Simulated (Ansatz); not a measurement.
# CaI2 monolayer (1T): phonons and vibrational spectra, part 2 of 3

Wanted: phonon frequencies of CaI2 monolayer (1T) and what follows from them.

Ansatz 0.2.0; DFT LDA, scalar-relativistic, plane waves, PAW.

So far: The starting structure; Relaxation.

**2. Relaxation (continued)**

ELF in the ac plane at fractional y = 0.333, with atoms of I within 0.2 Å of it. It is the smooth field of the valence electrons, not physical close to the nuclei.

Ten even steps from '_' (0.00) to '@' (0.77), each cell a mean:
```
____________________________
____________________________
____________________________
____________________________
____________________________
____________________________
____________________________
____________________________
____________________________
____________________________
____________________________
____________________________
____________________________
==++****++--..__________..::
@@@@@@@@@@##==..______..--##
--========--::............::
::..____::==##########%%##++
%%--__::**@@@@##======**%%@@
--..____::**%%@@@@@@@@@@%%##
____________..::::::::::..__
____________________________
____________________________
____________________________
____________________________
```
Columns run along a (4.3 Å), rows up along c (30.4 Å). Atoms in or near the plane, at fractional coordinates: I at (0.67, 0.27).

**3. Relaxation**

The relaxation is repeated from its end on the same settings, as a check that it has come to rest.

The input, input.yaml:

```yaml
crystal:
  lattice:
    - [4.3465936032, 0.0, 0.0]
    - [-2.1732968016, 3.7642604803, 0.0]
    - [0.0, 0.0, 30.4]
  atoms:
    - { symbol: Ca, position: [0.0, 0.0, 0.3289473684] }
    - { symbol: I, position: [0.3333333333, 0.6666666667, 0.3866177762] }
    - { symbol: I, position: [0.6666666667, 0.3333333333, 0.2712769607] }
  periodic: [true, true, false]
kpoints:
  mp_grid: { grid: [6, 6, 1] }
hamiltonian:
  xc: lda
scf:
  occupations: { method: gaussian, width: 0.02 }
output:
  forces: true
  stress: true
  eigenvalues: true
relax:
  adjacent_minimum: "off"
  f_tol: 0.005
  max_steps: 80
  cell: { stress_2d_tol: 0.02 }
```

Command:

```
> ansatz run input.yaml --threads 8 --pin off --max-ram 14336MiB --backend cpu --events-out ev --progress --plain --runs-dir out
```

Numbers of over 12 decimals in the logs are rounded to 6 here.

What it wrote:

```text
[...]
Crystal: 3 atoms, lattice volume = 497.396 Å³
Basis set: ecut = 420 eV, 9779 PW (Γ)
Bands: 27, of which v1, the nominal top of the filled ones, is band 22 counted from 1 (21 counted from 0)
Symmetry: 12 space group operations
[...]
k-points: 7 of 36
[...]
--- Relaxed structure (1 steps of the walk, 1 accepted, 1 SCFs on fresh bases) ---
[...]
cell:  # Å, volume = 497.3960 Å³
    - [4.346594, 0.0, 0.0]
    - [-2.173297, 3.764260, 0.0]
    - [0.0, 0.0, 30.4]
  atoms:
    - { symbol: Ca, position: [0.0, 0.0, 0.328947] }
    - { symbol: I, position: [0.333333, 0.666667, 0.386618] }
    - { symbol: I, position: [0.666667, 0.333333, 0.271277] }
[key lines of the parts left out:]
SCF converged after 6 iterations
Free energy (F): -16489.148510 eV
Fermi energy:    -4.964136 eV
P = ½ c Tr σ = -0.0066 N/m
```

It took 2.5 s on 8 threads of Arm Neoverse V2, shared host; peak memory 0.83 GiB; 17 s of CPU time.

Little changed from the start: no atom moved by 0.005 Å and no cell edge by 0.1 %.

**4. Relaxing to small forces for the phonons**

Phonons need a cell at rest on their own settings, so the relaxation is repeated with tight tolerances on forces and stress, using the mesh and the filling of the phonon run that follows.

Edit input.yaml of step 3 so:

```diff
@@ -15,3 +15,3 @@
 scf:
-  occupations: { method: gaussian, width: 0.02 }
+  occupations: { method: fixed }
 output:
@@ -22,4 +22,4 @@
   adjacent_minimum: "off"
-  f_tol: 0.005
-  max_steps: 80
-  cell: { stress_2d_tol: 0.02 }
+  f_tol: 0.001
+  max_steps: 60
+  cell: { stress_2d_tol: 0.002 }
```

What it wrote:

```text
[...]
Crystal: 3 atoms, lattice volume = 497.396 Å³
Basis set: ecut = 420 eV, 9779 PW (Γ)
Bands: 27, of which v1, the nominal top of the filled ones, is band 22 counted from 1 (21 counted from 0)
Symmetry: 12 space group operations
[...]
k-points: 7 of 36
[...]
--- Relaxed structure (3 steps of the walk, 3 accepted, 1 SCFs on fresh bases) ---
[...]
cell:  # Å, volume = 497.2876 Å³
    - [4.346120, 0.0, 0]
    - [-2.173060, 3.763850, 0]
    - [0, 0, 30.4]
  atoms:
    - { symbol: Ca, position: [0, 0, 0.328947] }
    - { symbol: I, position: [0.333333, 0.666667, 0.386615] }
    - { symbol: I, position: [0.666667, 0.333333, 0.271280] }
[key lines of the parts left out:]
SCF converged after 10 iterations
Free energy (F): -16489.148506 eV
Fermi energy:    -6.735787 eV
P = ½ c Tr σ = -0.0010 N/m
```

Run time: 4.3 s. Hardware: 8 threads; peak memory 0.85 GiB.

Little changed from the start: no atom moved by 0.005 Å and no cell edge by 0.1 %.

This step gave:

```yaml
direct_gap_on_mesh: 4.278 eV
area_per_atom: 5.453 Å²
```

The largest force component left is 0.25 meV/Å, within the tolerances set.

**5. Linear response at the zone centre**

The zone centre comes first: it holds the modes that light can see, as far as symmetry allows. The response to a homogeneous field gives the Born charges and the dielectric tensor, and its change with displacement the Raman tensors.

The input, input.yaml:

```yaml
crystal:
  lattice:
    - [4.3461199407, 0.0, 0.0]
    - [-2.1730599703, 3.7638502765, 0.0]
    - [0.0, 0.0, 30.4]
  atoms:
    - { symbol: Ca, position: [0.0, 0.0, 0.3289473684] }
    - { symbol: I, position: [0.3333333333, 0.6666666667, 0.3866146133] }
    - { symbol: I, position: [0.6666666667, 0.3333333333, 0.2712801236] }
  periodic: [true, true, false]
kpoints:
  mp_grid: { grid: [6, 6, 1] }
hamiltonian:
  xc: lda
scf:
  occupations: { method: fixed }
output:
  eigenvalues: true
phonons:
  method: dfpt
  dielectric: true
  raman: true
```

What it wrote:

```text
Warning: phonons.dielectric: true without phonons.rigid_motions: the static dielectric tensor ε⁰ will be withheld (ε∞, Z* and the rows of modes are given); for a crystal or a slab, whose only rigid motions are the translations, set phonons.rigid_motions: translations
Warning: crystal.symmetry: narrowed to the stabiliser of the run's FFT grids — unitary ops 12 → 6. A phonons.method: dfpt run fills in the rows of the dynamical matrix that it does not solve by its symmetry operations, which is exact only for operations that map its FFT grids onto themselves: filled in by any other, the frequencies could depend on the order in which like atoms are typed, or, by more than the grids' own error, on where the crystal sits among the grids' points. Excluded: 6 operations. The run can therefore solve more perturbations, solve them on more k-points, or both, and cost more. [rest of the remark cut]
[...]
Crystal: 3 atoms, lattice volume = 497.288 Å³
Basis set: ecut = 420 eV, 9779 PW (Γ), exchange–correlation on 60×60×432 points (8 copies of the dense FFT grid, shifted against one another)
Bands: 27, of which v1, the nominal top of the filled ones, is band 22 counted from 1 (21 counted from 0)
Symmetry: 12 space group operations
k-points: 13 of 36 (irreducible under 2 space group operations, time reversal used)
[...]
SCF iter   1: F=—  HF=-16489.149575 eV  |F-HF|=—  |Δ(HF+E_count)|=         —  Δρ=2.06e-3  dr2=1.10e-2  ethr=1.77e-3  ⟨swp⟩=11.8  Hψ=2443  notcnv=0  defer=33
[...]
SCF iter   9: F=-16489.148485 eV  HF=-16489.148485 eV  |F-HF|=3.64e-11  |Δ(HF+E_count)|=   2.44e-9  Δρ=3.18e-8  dr2=6.71e-12  ethr=1.00e-12  ⟨swp⟩=29.9  Hψ=4443  notcnv=0
SCF 1 converged in 9 iterations: F = -16489.148485 eV  dr2 = 6.71e-12
[...]
DFPT response loops at Γ: preconditioner auto → none (the input reference at scf.mixing.eps_inf says where Resta's filter doesn't serve); β = 0.50; Broyden in place of MSR1
── the response to a field inside a basis, on 8×8×1 k-points: an SCF that follows is theirs, and a resumed run solves both again ──
Bands: 23, of which v1, the nominal top of the filled ones, is band 22 counted from 1 (21 counted from 0)
k-points: 20 of 64 (irreducible under 2 space group operations, time reversal used)
[...]
Eigensolver: Dense (20 Hₖ)
SCF iter   1: F=—  HF=-16489.142580 eV  |F-HF|=—  |Δ(HF+E_count)|=         —  Δρ=3.36e-5  dr2=1.43e-6  ethr=1.00e-1
[...]
SCF iter   5: F=-16489.142582 eV  HF=-16489.142582 eV  |F-HF|=1.71e-10  |Δ(HF+E_count)|=   1.67e-9  Δρ=1.22e-7  dr2=5.67e-11  ethr=2.59e-12
SCF 1 converged in 5 iterations: F = -16489.142582 eV  dr2 = 5.67e-11
[...]
SCF converged after 9 iterations
Free energy (F): -16489.148485 eV
[...]
Internal energy: -16489.148485 eV  (E = F + TS)
E sigma→0 (E₀):  -16489.148485 eV
Fermi energy:    -6.735800 eV
[...]
--- Band table (eV; the first three rows and the last of 13) ---
  k-point 0: bands = [... 18 lower, -7.4782, -7.2937, -6.7358, -6.7358, -2.3264, -2.2470, -2.2470, -1.8818, ... 1 higher]
  k-point 1: bands = [... 18 lower, -7.5085, -7.4662, -7.1039, -6.9391, -2.5679, -1.9365, -1.9250, -1.5079, ... 1 higher]
  k-point 2: bands = [... 18 lower, -8.0430, -7.5608, -7.3102, -7.2945, -3.0161, -1.5360, -1.3868, -1.0017, ... 1 higher]
  k-point 12: bands = [... 18 lower, -8.0054, -7.8022, -7.7122, -7.4865, -2.6447, -1.7023, -1.2271, -0.8783, ... 1 higher]
--- Phonons (Γ-DFPT): 6 representative perturbations + reference, on 13 of 36 k-points (Σ response iterations 27) ---
  ASR residual: 8.247e-5 → 0.000e0 eV/Å²; symmetrization residual: 7.804e-5 eV/Å²
  The last average, over the group as it would stand without the narrowing to the FFT grids, took up to 6.238e-6 eV/Å² of the zone centre's force constants
  ASR residual per site (eV/Å²): 8.25e-5 1.43e-5 2.57e-5
  Γ frequencies (cm⁻¹): 0.00 0.00 0.00 71.47 71.47 92.07 166.95 166.95 234.79
  ε∞ (high-frequency dielectric tensor):
        1.707116     0.000000     0.000000
        0.000000     1.707116    -0.000000
        0.000000    -0.000000     1.170256
  α∞ (the layer's polarisability for a field applied outside it; Å, Gaussian; ε∞ is over the cell's 30.400 Å):
        1.710624     0.000000     0.000000
        0.000000     1.710624    -0.000000
        0.000000    -0.000000     0.411875
  ε⁰ (static dielectric tensor): not given — the deck does not say what the cell's rigid motions are, and on a molecule in a box or a wire the rigid rotations would enter the sum over the modes at Γ. For a crystal or a slab, whose only rigid motions are the translations, set phonons.rigid_motions: translations.
  Born effective charges Z* (e; rows j = field, columns β = displacement):
    site 0:
         2.42151    0.00000    0.00000
         0.00000    2.42151   -0.00000
        -0.00000   -0.00000    0.41182
    site 1:
        -1.21075   -0.00000   -0.00000
        -0.00000   -1.21075    0.00000
         0.00000    0.00000   -0.20591
    site 2:
        -1.21075   -0.00000   -0.00000
        -0.00000   -1.21075    0.00000
         0.00000    0.00000   -0.20591
  Z* charge neutrality: 1.513e-3 e pre-enforcement
  solved inside a basis spanned on kpoints, on 8×8×1 k-points: ε∞ is read to err by 2.9e-3, Z* by 1.8e-2 e (field_mesh: kpoints solves on kpoints); Z* is corrected for what the basis lacks
  Raman tensors (in the event stream and the table raman_tensors.tsv): an entry may err by 2.5e-1 Å², one of the second-order susceptibility by 4.3e-21 pm/V (basis, points and sum rule); their sum over the sites missed zero by 2.220e-16 Å² ahead of its enforcement
  optical modes at Γ without the LO–TO term, one row a degenerate level:
      ω (cm⁻¹)  modes    IR ((D/Å)²/amu)  static Raman (Å⁴/amu)  depolarisation
         71.47      2             0.0000                 1.3763           0.750
         92.07      1             0.0000                 1.3111           0.009
        166.95      2             7.8168                 0.0000               —
        234.79      1             0.1130                 0.0000               —
```

The job ended after 2.4 min (8 threads; peak memory 2.5 GiB; 17 min of CPU time).

Reading the cycles: dr2 is the Hartree energy of the density residual (eV), the measure of convergence; HF is the Harris–Foulkes estimate of the energy, which meets the free energy F at convergence.

This step gave:

| Quantity | Value |
| --- | --- |
| sum-rule residual before enforcement | 8.25e-5 eV/Å² |
| miss of the charge sum rule | 0.001513 e |
| estimated error of the dielectric tensor | 0.002870 |
| estimated error of the Born charges | 0.01847 e |
| point group | -3m |
| highest optical mode at the zone centre (no LO-TO term) | 234.8 cm⁻¹ |
| lowest optical zone-centre mode | 71.47 cm⁻¹ |
| largest Born charge (third of the trace) | 1.752 e |

Without the LO-TO term. Patterns of degenerate modes are one choice out of their space. The modes at Γ (shares of kinetic energy by element, %):

```csv
mode,frequency (cm⁻¹),symmetry,Ca %,I %
1,0.0,acoustic,14,86
2,0.0,acoustic,14,86
3,0.0,acoustic,14,86
4,71.5,Eg,0,100
5,71.5,Eg,0,100
6,92.1,A1g,0,100
7,166.9,Eu,86,14
8,166.9,Eu,86,14
9,234.8,A2u,86,14
```

Displacements in mode 5 (71.5 cm⁻¹), the largest set to 1:
```
Ca1  0.00  0.00  0.00
I2   1.00  0.03  0.00
I3  -1.00 -0.03  0.00
```

Displacements in mode 9 (234.8 cm⁻¹), the largest set to 1:
```
Ca1  0.00  0.00  1.00
I2   0.00  0.00 -0.16
I3   0.00  0.00 -0.16
```

High-frequency dielectric tensor, averaged over the cell of height 30.4 Å or as lengthened by the program, vacuum included. Tensor:

```csv
,x,y,z
x,1.707,0,0
y,0,1.707,0
z,0,0,1.17
```

Born charge (rows field, columns displacement) (e), principal values of the symmetric part by kind of site:

```csv
atom,atoms with these values,low,middle,high,mean
Ca1,1,0.41,2.42,2.42,1.75
I2,2,-1.21,-1.21,-0.21,-0.88
```

In full for I2:

```
-1.21  0.00  0.00
 0.00 -1.21  0.00
 0.00  0.00 -0.21
```

Transverse modes. Lines of the infrared spectrum (strongest = 100):

```csv
position (cm⁻¹),label,relative intensity
72,Eg,0.0
92,A1g,0.0
167,Eu,100
235,A2u,1.4
```

Activity x (w_L - w)^4 (n + 1)/w, 532 nm, 300 K. Lines of the Raman spectrum (strongest = 100):

```csv
position (cm⁻¹),label,relative intensity
72,Eg,100
92,A1g,60
167,Eu,0.0
235,A2u,0.0
```

Before it was imposed, the acoustic sum rule was missed by 8.2e-5 eV/Å² and the charge sum rule by 0.0015 e. Small misses are needed for a sound result but don't prove that mesh and cutoff are converged. The lowest optical mode is real, 71.5 cm⁻¹.

(Part 2 of 3 ends here.)

[Logs are printed without paths, hosts, clocks, repeated set-up lines and the standing remarks that a program may print on its own settings, such as how far it seeks lower states.]

[Hosts, paths, dates, database ids (printed as entryN), source tags and the programs' standing remarks are cut or masked in the printed files.]
